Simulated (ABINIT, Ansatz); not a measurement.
**MgB2C2 (Pnnm): bands and cutoff in G0W0 with ABINIT**

Wanted: a converged G0W0 gap of MgB2C2 (Pnnm), or an estimate of the limit.

Program: ABINIT 10.8.3. Level of theory: PBEsol and many-body steps on it, plane waves. Results are calculated unless marked as measured.

## Step 1: The structure

It takes space group Pnnm (No. 58, orthorhombic). The conventional cell has a = 4.615 Å, b = 7.179 Å, c = 2.765 Å, α = 90.00°, β = 90.00°, γ = 90.00°. Nearest to Mg lie 6 C at 2.32 to 2.40 Å and 6 B at 2.42 to 2.44 Å. Nearest to B lie 3 C at 1.57 to 1.59 Å and 3 Mg at 2.42 to 2.44 Å. Nearest to C lie 3 B at 1.57 to 1.59 Å and 3 Mg at 2.32 to 2.40 Å. Farther neighbours are not listed.

The cell and positions are those that the Materials Project relaxed with its own functionals (PBE, PBE+U or r2SCAN), kept fixed.

## Step 2: Empty states on the mesh, 4×2×4 mesh, 254 bands

This step: ABINIT 10.8.3; DFT, PBEsol, plane waves, norm-conserving pseudopotentials.

The sums over transitions need many empty states on a uniform mesh; this step solves for them.

The input, run.abi:

```
acell 3*1.0 Angstrom
rprim 
  4.614773700000 0.000000000000 0.000000000000
  0.000000000000 7.178871410000 0.000000000000
  0.000000000000 0.000000000000 2.765296290000
ntypat 3
znucl 12 5 6
natom 10
typat 1 1 2 2 2 2 3 3 3 3
xred 
  0.500000000000 0.500000000000 0.500000000000
  0.000000000000 0.000000000000 0.000000000000
  0.883450940000 0.729625690000 0.500000000000
  0.116549060000 0.270374310000 0.500000000000
  0.616549060000 0.229625690000 0.000000000000
  0.383450940000 0.770374310000 0.000000000000
  0.785476000000 0.220340420000 0.500000000000
  0.214524000000 0.779659580000 0.500000000000
  0.714524000000 0.720340420000 0.000000000000
  0.285476000000 0.279659580000 0.000000000000
pp_dirpath "pseudos"
pseudos "Mg.upf, B.upf, C.upf"
ecut 38
ngkpt 4 2 4
nshiftk 1
shiftk 0 0 0
kptopt 1
chksymbreak 0
iscf -2
irdden 1
istwfk *1
nband 254
nbdbuf 22
tolwfr 1e-09
nstep 60
prtvol 0
indata_prefix "in"
outdata_prefix "out"
tmpdata_prefix "tmp"
```

Command:

```
$ OMP_NUM_THREADS=1 mpirun -n 8 abinit run.abi > log
```

Numbers of over 12 decimals in the logs are rounded to 6 here.

The log of the run:

```text
.Version 10.8.3 of ABINIT. v10.8.2 released Aug 2026.

 Symmetries : space group Pn n m (# 58); Bravais oP (primitive ortho.)
[... echo of the input left out ...]
== DATASET  1 ==================================================================
-   mpi_nproc: 8, omp_nthreads: 1 (-1 if OMP is not activated)

--- !DatasetInfo
iteration_state: {dtset: 1, }
dimensions: {natom: 10, nkpt: 18, mband: 254, nsppol: 1, nspinor: 1, nspden: 1, mpw: 6956, }
cutoff_energies: {ecut:  38.0, pawecutdg:  -1.0, }
[...]
3.48027    3.49232    3.49782    3.50023    3.52705    3.53690    3.55015    3.56277
   3.57247    3.57726    3.57823    3.58772    3.59480    3.61828    3.62294    3.62499
   3.63604    3.64560    3.66024    3.66657    3.69588    3.71016
 prteigrs : prtvol=0 or 1, do not print more k-points.

== END DATASET(S) ==============================================================
================================================================================

 -outvars: echo values of variables after computation  --------
            nband         254
             nkpt          18
          spgroup          58
 [... the other variables as echoed above ...]

 Calculation completed.
```

It took 4.2 min on 8 MPI ranks of Arm Neoverse V2, shared host; peak memory 1.2 GiB; 33 min of CPU time.

This step gave:

* gap: 1.234 eV
* k of the valence top: 0, 0, 0
* k of the conduction bottom: 0, 0, 0.25
* least direct gap: 1.745 eV
* k points computed: 18
* lowest point of the top converged band, above the valence top: 87.7420 eV

On this mesh the gap is 1.234 eV.

The density comes from a self-consistent run that is not shown.

## Step 3: Screening, 4×2×4 mesh, 50 bands, screening to 76.2 eV

The RPA dielectric matrix is built and inverted for each q.

This step: RPA screening on PBEsol, plane waves, norm-conserving pseudopotentials.

run.abi, as its differences from that of step 2:

```diff
@@ -28,10 +28,11 @@
 chksymbreak 0
-iscf -2
-irdden 1
 istwfk *1
-nband 254
-nbdbuf 22
-tolwfr 1e-09
-nstep 60
-prtvol 0
+occopt 1
+irdwfk 1
+optdriver 3
+nband 50
+ecuteps 2.8
+inclvkb 2
+awtr 1
+symchi 1
 indata_prefix "in"
```

The log of the run:

```text
.Version 10.8.3 of ABINIT. v10.8.2 released Aug 2026.

 Symmetries : space group Pn n m (# 58); Bravais oP (primitive ortho.)
[... echo of the input left out ...]
== DATASET  1 ==================================================================
-   mpi_nproc: 8, omp_nthreads: 1 (-1 if OMP is not activated)

--- !DatasetInfo
iteration_state: {dtset: 1, }
dimensions: {natom: 10, nkpt: 18, mband: 50, nsppol: 1, nspinor: 1, nspden: 1, mpw: 6956, }
cutoff_energies: {ecut:  38.0, pawecutdg:  -1.0, }
electrons: {nelect:   4.80000000E+01, charge:   0.00000000E+00, occopt:   1.00000000E+00, tsmear:   1.00000000E-02, }

 SCREENING: Calculation of the susceptibility and dielectric matrices

 Based on a program developped by R.W. Godby, V. Olevano, G. Onida, and L. Reining.
 Incorporated in ABINIT by V. Olevano, G.-M. Rignanese, and M. Torrent.
.Using double precision arithmetic ; gwpc =  8

[... cell and pseudopotentials left out ...]
--------------------------------------------------------------------------------

 ==== K-mesh for the wavefunctions ====
 Number of points in the irreducible wedge :    18
[... list of points left out ...]
 Together with  8 symmetry operations and time-reversal symmetry
 yields    32 points in the full Brillouin Zone.

 ==== Q-mesh for the screening function ====
 Number of points in the irreducible wedge :    18
[... list of points left out ...]
 Together with  8 symmetry operations and time-reversal symmetry
 yields    32 points in the full Brillouin Zone.

 setmesh: FFT mesh size selected  =    32x   48x   20
          total number of points  =        30720

 vcoul_init : cutoff-mode = AUXILIARY_FUNCTION
 q-points for optical limit:   1
     1)      0.000010    0.000020    0.000030

- screening: taking advantage of time-reversal symmetry
- Maximum band index for partially occupied states nbvw = 24
- Remaining bands to be divided among processors   nbcw = 26
- Number of bands treated by each node ~3

 Number of electrons calculated from density =   48.0000; Expected =   48.0000
 average of density, n =  0.077642
 r_s =    1.4541
 omega_plasma =   26.8784 [eV]

 calculating chi0 at frequencies [eV] :
  1    0.000000E+00    0.000000E+00
  2    0.000000E+00    2.687842E+01

--------------------------------------------------------------------------------
  q-point number  1        q = ( 0.000000, 0.000000, 0.000000) [r.l.u.]
--------------------------------------------------------------------------------
[... chi0 elements left out ...]
 For q-point:  0.000010 0.000020 0.000030
  dielectric constant =   8.4683
  dielectric constant without local fields =   8.8945

  Average fulfillment of the sum rule on Im[epsilon] for q-point    1 :     28.04  [%]
[... wings left out ...]
  q-point number  2        q = ( 0.250000, 0.000000, 0.000000) [r.l.u.]
--------------------------------------------------------------------------------
[... chi0 elements left out ...]
  Average fulfillment of the sum rule on Im[epsilon] for q-point    2 :     44.05  [%]

 [... 16 further q-points ...]
```

Wall time 27 s (8 MPI ranks); peak memory 3.1 GiB.

This step gave:

| Quantity | Value |
| --- | --- |
| ε∞ with local fields, on this mesh, along the program's q direction | 8.468 |
| the same without local fields | 8.895 |
| plasma frequency | 26.88 eV |
| plane waves in the screening matrix | 139 |

Local fields lower ε∞ by 5 %. On a Γ-centred mesh this coarse the value itself is usually too large, while a short band sum pulls it down.

## Step 4: 50 bands, 76.2 eV

The self-energy is evaluated for the states that the input lists, and the levels follow from it, in one-shot runs by the linearised quasiparticle equation.

This step: G0W0 on PBEsol, plane waves, norm-conserving pseudopotentials.

run.abi, as its differences from that of step 3:

```diff
@@ -31,8 +31,17 @@
 irdwfk 1
-optdriver 3
+optdriver 4
 nband 50
+gwcalctyp 0
+ecutsigx 38
+symsigma 1
+nkptgw 2
+kptgw 
+  0.0000000000 0.0000000000 0.0000000000
+  0.0000000000 0.0000000000 0.2500000000
+bdgw 
+  23 26
+  23 26
 ecuteps 2.8
-inclvkb 2
-awtr 1
-symchi 1
+irdscr 1
+ppmodel 1
 indata_prefix "in"
```

The log of the run:

```text
.Version 10.8.3 of ABINIT. v10.8.2 released Aug 2026.

 Symmetries : space group Pn n m (# 58); Bravais oP (primitive ortho.)
[... echo of the input left out ...]
== DATASET  1 ==================================================================
-   mpi_nproc: 8, omp_nthreads: 1 (-1 if OMP is not activated)

--- !DatasetInfo
iteration_state: {dtset: 1, }
dimensions: {natom: 10, nkpt: 18, mband: 50, nsppol: 1, nspinor: 1, nspden: 1, mpw: 6956, }
cutoff_energies: {ecut:  38.0, pawecutdg:  -1.0, }
electrons: {nelect:   4.80000000E+01, charge:   0.00000000E+00, occopt:   1.00000000E+00, tsmear:   1.00000000E-02, }

 SIGMA: Calculation of the GW corrections

 Based on a program developped by R.W. Godby, V. Olevano, G. Onida, and L. Reining.
 Incorporated in ABINIT by V. Olevano, G.-M. Rignanese, and M. Torrent.
.Using double precision arithmetic ; gwpc =  8

[... cell and pseudopotentials left out ...]
--------------------------------------------------------------------------------

 ==== K-mesh for the wavefunctions ====
 Number of points in the irreducible wedge :    18
[... list of points left out ...]
 Together with  8 symmetry operations and time-reversal symmetry
 yields    32 points in the full Brillouin Zone.

 ==== Q-mesh for screening function ====
 Number of points in the irreducible wedge :    18
[... list of points left out ...]
 Together with  8 symmetry operations and time-reversal symmetry
 yields    32 points in the full Brillouin Zone.

 vcoul_init : cutoff-mode = AUXILIARY_FUNCTION
 q-points for optical limit:   1
     1)      0.000010    0.000020    0.000030
 setmesh: FFT mesh size selected  =    54x   80x   30
          total number of points  =       129600

 Number of electrons calculated from density =   48.0000; Expected =   48.0000
 average of density, n =  0.077642
 r_s =    1.4541
 omega_plasma =   26.8784 [eV]

 === KS Band Gaps ===
  >>>> For spin  1
   Minimum direct gap =   1.7446 [eV], located at k-point      :   0.0000  0.0000  0.0000
   Fundamental gap    =   1.2341 [eV], Top of valence bands at :   0.0000  0.0000  0.0000
                                       Bottom of conduction at :   0.0000  0.0000  0.2500
 SIGMA fundamental parameters:
 PLASMON POLE MODEL  1
 number of plane-waves for SigmaX                 6911
 number of plane-waves for SigmaC and W            139
 number of plane-waves for wavefunctions          6911
 number of bands                                    50
 number of independent spin polarizations            1
 number of spinorial components                      1
 number of k-points in IBZ                          18
 number of q-points in IBZ                          18
 number of symmetry operations                       8
 number of k-points in BZ                           32
 number of q-points in BZ                           32
 number of frequencies for dSigma/dE                 9
 frequency step for dSigma/dE [eV]                0.25
 number of omega for Sigma on real axis              0
 max omega for Sigma on real axis  [eV]           0.00
 zcut for avoiding poles [eV]                     0.10

 EPSILON^-1 parameters (SCR file):
 dimension of the eps^-1 matrix on file            139
 dimension of the eps^-1 matrix used               139
 number of plane-waves for wavefunctions          6911
 number of bands                                    50
 number of q-points in IBZ                          18
 number of frequencies                               2
 number of real frequencies                          1
 number of imag frequencies                          1

 matrix elements of self-energy operator (all in [eV])

 Perturbative Calculation

--- !SelfEnergy_ee
iteration_state: {dtset: 1, }
kpoint     : [   0.000,    0.000,    0.000, ]
spin       : 1
KS_gap     :    1.745
QP_gap     :    2.385
Delta_QP_KS:    0.640
data: !SigmaeeData |
     Band     E0 <VxcDFT>   SigX SigC(E0)      Z dSigC/dE  Sig(E)    E-E0       E
       23   5.751 -15.502 -18.586   3.995   0.798  -0.254 -14.776   0.727   6.478
       24   5.991 -15.191 -17.607   3.347   0.801  -0.248 -14.445   0.746   6.738
       25   7.736 -12.767  -9.394  -1.656   0.807  -0.238 -11.381   1.386   9.122
       26   8.420 -10.419  -6.064  -2.989   0.823  -0.216  -9.295   1.124   9.543

--- !SelfEnergy_ee
iteration_state: {dtset: 1, }
kpoint     : [   0.000,    0.000,    0.250, ]
spin       : 1
KS_gap     :    2.156
QP_gap     :    2.798
Delta_QP_KS:    0.643
data: !SigmaeeData |
     Band     E0 <VxcDFT>   SigX SigC(E0)      Z dSigC/dE  Sig(E)    E-E0       E
       23   4.624 -13.522 -15.506   2.733   0.796  -0.256 -12.925   0.597   5.220
       24   5.070 -13.314 -14.947   2.441   0.797  -0.255 -12.670   0.643   5.713
       25   7.225 -11.062  -6.982  -2.493   0.811  -0.234  -9.775   1.286   8.511
       26   9.075 -12.182  -7.240  -2.963   0.801  -0.249 -10.597   1.584  10.660

== END DATASET(S) ==============================================================
================================================================================

 -outvars: echo values of variables after computation  --------
           etotal      0.0000000000E+00
            nband          50
             nkpt          18
          spgroup          58
 [... the other variables as echoed above ...]

 Calculation completed.
```

It took 5.1 s on 8 MPI ranks; peak memory 1.7 GiB; 39 s of CPU time.

This step gave:

* G0W0 gap on the points computed: 1.773 eV
* starting gap on the mesh: 1.234 eV
* k of the valence top: 0, 0, 0
* k of the conduction bottom: 0, 0, 0.25
* Z at the valence top: 0.801
* Z at the conduction bottom: 0.811
* least direct G0W0 gap on the computed points: 2.384 eV

The gap on the mesh goes from 1.23 eV to 1.77 eV, a correction of +0.54 eV.

## Step 5: Screening, 4×2×4 mesh, 108 bands, screening to 141.5 eV

This step: RPA screening on PBEsol, plane waves, norm-conserving pseudopotentials.

run.abi, as its differences from that of step 4:

```diff
@@ -31,17 +31,8 @@
 irdwfk 1
-optdriver 4
-nband 50
-gwcalctyp 0
-ecutsigx 38
-symsigma 1
-nkptgw 2
-kptgw 
-  0.0000000000 0.0000000000 0.0000000000
-  0.0000000000 0.0000000000 0.2500000000
-bdgw 
-  23 26
-  23 26
-ecuteps 2.8
-irdscr 1
-ppmodel 1
+optdriver 3
+nband 108
+ecuteps 5.2
+inclvkb 2
+awtr 1
+symchi 1
 indata_prefix "in"
```

The log of the run:

```text
.Version 10.8.3 of ABINIT. v10.8.2 released Aug 2026.

 Symmetries : space group Pn n m (# 58); Bravais oP (primitive ortho.)
[... echo of the input left out ...]
== DATASET  1 ==================================================================
-   mpi_nproc: 8, omp_nthreads: 1 (-1 if OMP is not activated)

--- !DatasetInfo
iteration_state: {dtset: 1, }
dimensions: {natom: 10, nkpt: 18, mband: 108, nsppol: 1, nspinor: 1, nspden: 1, mpw: 6956, }
cutoff_energies: {ecut:  38.0, pawecutdg:  -1.0, }
electrons: {nelect:   4.80000000E+01, charge:   0.00000000E+00, occopt:   1.00000000E+00, tsmear:   1.00000000E-02, }

 SCREENING: Calculation of the susceptibility and dielectric matrices

 Based on a program developped by R.W. Godby, V. Olevano, G. Onida, and L. Reining.
 Incorporated in ABINIT by V. Olevano, G.-M. Rignanese, and M. Torrent.
.Using double precision arithmetic ; gwpc =  8

[... cell and pseudopotentials left out ...]
--------------------------------------------------------------------------------

 ==== K-mesh for the wavefunctions ====
 Number of points in the irreducible wedge :    18
[... list of points left out ...]
 Together with  8 symmetry operations and time-reversal symmetry
 yields    32 points in the full Brillouin Zone.

 ==== Q-mesh for the screening function ====
 Number of points in the irreducible wedge :    18
[... list of points left out ...]
 Together with  8 symmetry operations and time-reversal symmetry
 yields    32 points in the full Brillouin Zone.

 setmesh: FFT mesh size selected  =    36x   54x   20
          total number of points  =        38880

 vcoul_init : cutoff-mode = AUXILIARY_FUNCTION
 q-points for optical limit:   1
     1)      0.000010    0.000020    0.000030

- screening: taking advantage of time-reversal symmetry
- Maximum band index for partially occupied states nbvw = 24
- Remaining bands to be divided among processors   nbcw = 84
- Number of bands treated by each node ~10

 Number of electrons calculated from density =   48.0000; Expected =   48.0000
 average of density, n =  0.077642
 r_s =    1.4541
 omega_plasma =   26.8784 [eV]

 calculating chi0 at frequencies [eV] :
  1    0.000000E+00    0.000000E+00
  2    0.000000E+00    2.687842E+01

--------------------------------------------------------------------------------
  q-point number  1        q = ( 0.000000, 0.000000, 0.000000) [r.l.u.]
--------------------------------------------------------------------------------
[... chi0 elements left out ...]
 For q-point:  0.000010 0.000020 0.000030
  dielectric constant =   8.4023
  dielectric constant without local fields =   8.9650

  Average fulfillment of the sum rule on Im[epsilon] for q-point    1 :     52.89  [%]
[... wings left out ...]
  q-point number  2        q = ( 0.250000, 0.000000, 0.000000) [r.l.u.]
--------------------------------------------------------------------------------
[... chi0 elements left out ...]
  Average fulfillment of the sum rule on Im[epsilon] for q-point    2 :     62.65  [%]

 [... 16 further q-points ...]
```

It took 95 s on 8 MPI ranks; peak memory 4.3 GiB; 13 min of CPU time.

This step gave:

* ε∞ with local fields, on this mesh, along the program's q direction: 8.402
* the same without local fields: 8.965
* plasma frequency: 26.88 eV
* plane waves in the screening matrix: 353

(Continued in part 2 of 2.)

[Paths, hosts, dates, memory and timing lines, banners, echoed tables and standing remarks are left out of the program output.]

[Logs are printed without paths, hosts, clocks, repeated set-up lines and the standing remarks that a program may print on its own settings, such as how far it seeks lower states.]

[Runs of the session that timed out or met a known fault of the program may be left out.]

[No measured gap is set beside runs whose start may be inverted or whose files or cutoffs have a known fault.]

[Hosts, paths, dates, database ids (printed as entryN), source tags and the programs' standing remarks are cut or masked in the printed files.]

[G0W0 gaps are taken among the corrected bands and points alone; a level outside them can change the order at an edge.]

[Where Ansatz stands beside ABINIT at settings called matched, ABINIT's density can come from a denser mesh and the files from another edition; pairs whose starting gaps differed by over 0.03 eV were left out, so agreement reads better than it is.]
